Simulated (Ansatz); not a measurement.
# A hypothetical structure for Cd3Cu, part 2 of 2

This structure for Cd3Cu is made up. Its elements were placed in a known structure type with a cell scaled to their sizes. What cell does the guess relax to, and how far off was it?

Ansatz 0.2.0; DFT, PBE, plane-wave PAW, files of the set soft_1, scalar-relativistic, ferromagnetic start, cell and ions relaxed at zero pressure; PAW set soft_1 (the session's first sound run).

So far: Starting point; Relaxation of the guess. The relaxed cell has a = 4.273, c = 8.408 Å (conventional setting).

**3. Electronic structure of the relaxed cell**

With the geometry fixed, one more self-consistent run, with a narrower smearing and the mesh shown in its input, gives the bands, and its pressure, and its forces where symmetry allows any, show how far the geometry depends on these settings.

This step: DFT, PBE, plane-wave PAW, files of the set soft_1, scalar-relativistic, no spin, bands and density of states at the relaxed cell; PAW set soft_1 (Ansatz 0.2.0).

Input file input.yaml:

```yaml
crystal:
  lattice:
    - [-2.1367187406, 2.1367187406, 4.2041609601]
    - [2.1367187406, -2.1367187406, 4.2041609601]
    - [2.1367187406, 2.1367187406, -4.2041609601]
  atoms:
    - { symbol: Cd, position: [0.5, 0.5, 0.0] }
    - { symbol: Cd, position: [0.25, 0.75, 0.5] }
    - { symbol: Cd, position: [0.75, 0.25, 0.5] }
    - { symbol: Cu, position: [0.0, 0.0, 0.0] }
kpoints:
  mp_grid: { grid: [10, 10, 10] }
  band_path:
    path:
      - [[0.0, 0.0, 0.0], [0.0, 0.0, 0.5], [-0.12915346, 0.12915346, 0.5], [-0.31457673, 0.31457673, 0.31457673], [0.0, 0.0, 0.0], [0.5, 0.5, -0.5], [0.31457673, 0.68542327, -0.31457673], [0.0, 0.5, 0.0], [0.25, 0.25, 0.25], [0.5, 0.5, -0.12915346], [0.5, 0.5, -0.5]]
      - [[0.0, 0.0, 0.5], [0.25, 0.25, 0.25]]
    npoints: 7
scf:
  occupations: { method: fermi_dirac, width: 0.03 }
  n_extra_bands: 8
hamiltonian:
  xc: pbe
  pseudopotentials: { kind: paw, azcp: { folder: soft_1 } }
output:
  forces: true
  stress: true
  write_bands: true
  dos: { projected: true }
  write_density: true
  write_potential: true
  elf: true
  volumetric_format: npy
```

The run is started by

```
> ansatz run input.yaml --threads 4 --pin off --max-ram 8192MiB --backend cpu --events-out ev --progress --plain --runs-dir out
```

Numbers of over 12 decimals in the logs are rounded to 6 here.

What it wrote:

```text
[...]
Crystal: 4 atoms, lattice volume = 76.778 Å³
Basis set: ecut = 420 eV, 1487 PW (Γ), exchange–correlation on 72×72×72 points (8 copies of the dense FFT grid, shifted against one another)
Bands: 48, of which v1, the nominal top of the filled ones, is band 40 counted from 1 (39 counted from 0)
Symmetry: 16 space group operations
[...]
k-points: 102 of 1000
[...]
SCF iter   1: F=—  HF=-31390.918503 eV  |F-HF|=—  |Δ(HF+E_count)|=         —  Δρ=2.43e-1  dr2=3.37e1  ethr=3.10e-3  ⟨swp⟩=5.8  Hψ=16480  notcnv=0
[...]
SCF iter  11: F=-31388.377257 eV  HF=-31388.377257 eV  |F-HF|=8.45e-9  |Δ(HF+E_count)|=   1.76e-8  Δρ=3.62e-6  dr2=9.16e-9  ethr=1.27e-10  ⟨swp⟩=12.3  Hψ=28819  notcnv=0
SCF 1 converged in 11 iterations: F = -31388.377257 eV  dr2 = 9.16e-9
[...]
NSCF: frozen V_eff on 79 k-points
SCF converged after 11 iterations
Free energy (F): -31388.377257 eV
[...]
Internal energy: -31388.372012 eV  (E = F + TS)
E sigma→0 (E₀):  -31388.374635 eV
Entropy (-TS):   -0.005245 eV (-1.311 meV/atom)
Fermi energy:    14.898523 eV
[...]
--- Stress (GPa, compression-positive) ---
        0.020542      -0.000000       0.000000
       -0.000000       0.020542      -0.000000
        0.000000       0.000000      -0.114261
  P = ⅓ Tr σ = -0.0244 GPa (-0.244 kbar)
--- Band table (eV; the first three rows and the last of 102) ---
  k-point 0: bands = [... 36 lower, 12.2926, 14.5514, 17.4937, 17.4937, 17.5792, 17.8073, 17.8073, 17.9324, ... 4 higher]
  k-point 1: bands = [... 36 lower, 12.2470, 14.8831, 16.2850, 16.4641, 16.5084, 16.7162, 17.6730, 19.6482, ... 4 higher]
  k-point 2: bands = [... 36 lower, 12.1362, 15.0475, 15.3097, 15.3817, 15.5778, 15.7872, 17.6826, 18.5129, ... 4 higher]
  k-point 101: bands = [... 36 lower, 12.2456, 12.2781, 14.3144, 14.3144, 17.2046, 17.2743, 22.4932, 22.7180, ... 4 higher]
```

The job ended after 7.8 s (4 threads of Intel Xeon Platinum 8259CL at 2.50GHz (Skylake/Cascade Lake), shared host; peak memory 0.68 GiB).

Reading the cycles: dr2 is the Hartree energy of the density residual (eV), the measure of convergence; HF is the Harris–Foulkes estimate of the energy, which meets the free energy F at convergence.

This step gave:

```yaml
free_energy: -31388.3773 eV
energy_at_zero_smearing: -31388.3746 eV
smearing_term_ts: 0.005245 eV
fermi_energy: 14.90 eV
pressure: -0.02439 GPa
```

bands.tsv at the labelled points (eV, zero at the Fermi level; the bands that come nearest the Fermi level along the path):

```
point  band 37  band 38  band 39  band 40  band 41  band 42  band 43  band 44
    Γ    -2.61    -0.35     2.60     2.60     2.68     2.91     2.91     3.03
    X    -2.62    -2.33    -2.21    -2.05    -0.33    -0.18     5.53     5.63
    Y    -2.75    -2.54    -2.53    -2.13     1.47     1.71     5.80     5.85
    S    -2.67    -2.61    -2.57     1.36     2.87     4.32     5.20     6.68
    Γ    -2.61    -0.35     2.60     2.60     2.68     2.91     2.91     3.03
    Z    -2.65    -2.62    -0.58    -0.58     2.31     2.38     7.59     7.82
   S1    -2.67    -2.61    -2.57     1.36     2.87     4.32     5.20     6.68
    N    -2.71    -2.59    -0.65    -0.39     3.29     3.51     4.07     4.16
    P    -2.68    -2.62    -2.32    -2.10     1.83     1.83     1.84     1.84
   Y1    -2.75    -2.54    -2.53    -2.13     1.47     1.71     5.80     5.85
    Z    -2.65    -2.62    -0.58    -0.58     2.31     2.38     7.59     7.82
    X    -2.62    -2.33    -2.21    -2.05    -0.33    -0.18     5.53     5.63
    P    -2.68    -2.62    -2.32    -2.10     1.83     1.83     1.84     1.84
```

Valence density in the ac plane of the conventional cell at fractional y = 0.000, with atoms of Cd and Cu within 0.2 Å of it. It is the smooth field of the valence electrons, not physical close to the nuclei.

Values in e/Å³, 24 rows by 14 columns, each cell a mean:
```
36 12  2  0  0  0  0  0  0  0  0  1  5 23
 4  2  1  0  0  0  0  0  0  0  0  0  1  3
 0  0  0  0  0  0  0  0  0  0  0  0  0  0
 0  0  0  0  0  1  2  2  1  1  0  0  0  0
 0  0  0  0  1  4  9 11  7  2  0  0  0  0
 0  0  0  0  2  7 19 23 13  4  1  0  0  0
 0  0  0  0  1  6 15 18 11  3  1  0  0  0
 0  0  0  0  1  2  5  6  4  1  0  0  0  0
 0  0  0  0  0  0  1  1  1  0  0  0  0  0
 2  1  1  0  0  0  0  0  0  0  0  0  1  2
11  7  2  0  0  0  0  0  0  0  0  1  4  9
23 13  4  1  0  0  0  0  0  0  0  2  8 19
18 11  3  1  0  0  0  0  0  0  0  1  6 15
 6  3  1  0  0  0  0  0  0  0  0  1  2  5
 1  1  0  0  0  0  0  0  0  0  0  0  0  1
 0  0  0  0  0  1  2  2  1  1  0  0  0  0
 0  0  0  0  1  4  9 11  7  2  0  0  0  0
 0  0  0  0  2  7 19 23 13  4  1  0  0  0
 0  0  0  0  1  6 15 18 11  3  1  0  0  0
 0  0  0  0  1  2  5  6  4  1  0  0  0  0
 0  0  0  0  0  0  1  1  1  0  0  0  0  0
 1  1  0  0  0  0  0  0  0  0  0  0  0  1
13  5  1  0  0  0  0  0  0  0  0  0  2  9
60 19  3  0  0  0  0  0  0  0  0  1  7 38
```
Columns run along a (4.3 Å), rows up along c (8.4 Å), edges of the conventional cell, whose origin can differ from the input's. Atoms in or near the plane, at fractional coordinates: Cd at (0.00, 0.50), Cd at (0.50, 0.25), Cd at (0.50, 0.75), Cu at (0.00, 0.00).

Electrostatic potential energy in the ac plane of the conventional cell at fractional y = 0.000, with atoms of Cd and Cu within 0.2 Å of it. With pseudopotentials it is smooth inside the atoms' cores, unlike the true potential.

Ten even steps from '0' (-29 eV) to '9' (18 eV), each cell a mean:
```
00389999999610
13799999999851
78999888899987
99998654578999
99986432347999
99985311246999
99985321247999
99987533458999
88998766789988
45789999999865
23479999998643
12469999998531
12479999998532
34589999999743
67899888899876
99998654578999
99986432347999
99985311246999
99985321247999
99997533458999
99998766789999
46899999999975
00589999999720
00279999999500
```
Columns run along a (4.3 Å; values clipped at the 3rd and 97th percentile), rows up along c (8.4 Å), edges of the conventional cell, whose origin can differ from the input's. Atoms in or near the plane, at fractional coordinates: Cd at (0.00, 0.50), Cd at (0.50, 0.25), Cd at (0.50, 0.75), Cu at (0.00, 0.00).

ELF in the ac plane of the conventional cell at fractional y = 0.000, with atoms of Cd and Cu within 0.2 Å of it. It is the smooth field of the valence electrons, not physical close to the nuclei.

Ten even steps from '0' (0.16) to '9' (0.92), each cell a mean:
```
41000000000002
00000000000000
00000000000000
00000122100000
00001256420000
00001489621000
00001378521000
00000233210000
00000011100000
21000000000012
64200000000125
96210000000148
85210000000137
32100000000023
11000000000001
00000122100000
00001256420000
00001489621000
00001378521000
00000233210000
00000011100000
00000000000000
10000000000000
72000000000004
```
Columns run along a (4.3 Å), rows up along c (8.4 Å), edges of the conventional cell, whose origin can differ from the input's. Atoms in or near the plane, at fractional coordinates: Cd at (0.00, 0.50), Cd at (0.50, 0.25), Cd at (0.50, 0.75), Cu at (0.00, 0.00).

**4. What came out**

```yaml
space_group_relaxed: I4/mmm
conventional_cell: a = 4.273, b = 4.273, c = 8.408 Å; α = 90.0°, β = 90.0°, γ = 90.0°
volume_per_atom: 19.19 Å³ (guess 19.56)
total_moment: 0.00 μB in the cell of 4 atoms
```

**Reading.** Cd3Cu relaxes to I4/mmm with a = 4.273, b = 4.273 and c = 8.408 Å. The guessed volume was 2 % too large. The space group I4/mmm was held in the relaxation, so the end point is a stationary structure within it and may be a saddle against distortions or other arrangements. The moments died out from this one start and weren't seeded again at the relaxed cell. Bands cross the Fermi level, so it is a metal or semimetal at this level. The electron count is odd, which forces that without spin polarisation or a larger cell. On the 10×10×10 mesh with the narrower smearing (relaxed on 9×9×9) the forces vanish, as symmetry may demand, and the largest stress component is 0.114 GPa, against the relaxation's thresholds of 0.015 eV/Å and 0.05 GPa. The cutoff wasn't tested. No dispersion term is used, so weakly bound directions may come out too long. Nothing here tests whether the compound is stable against decomposition.

[Logs are printed without paths, hosts, clocks, repeated set-up lines and the standing remarks that a program may print on its own settings, such as how far it seeks lower states.]

[Hosts, paths, dates, database ids (printed as entryN), source tags and the programs' standing remarks are cut or masked in the printed files.]
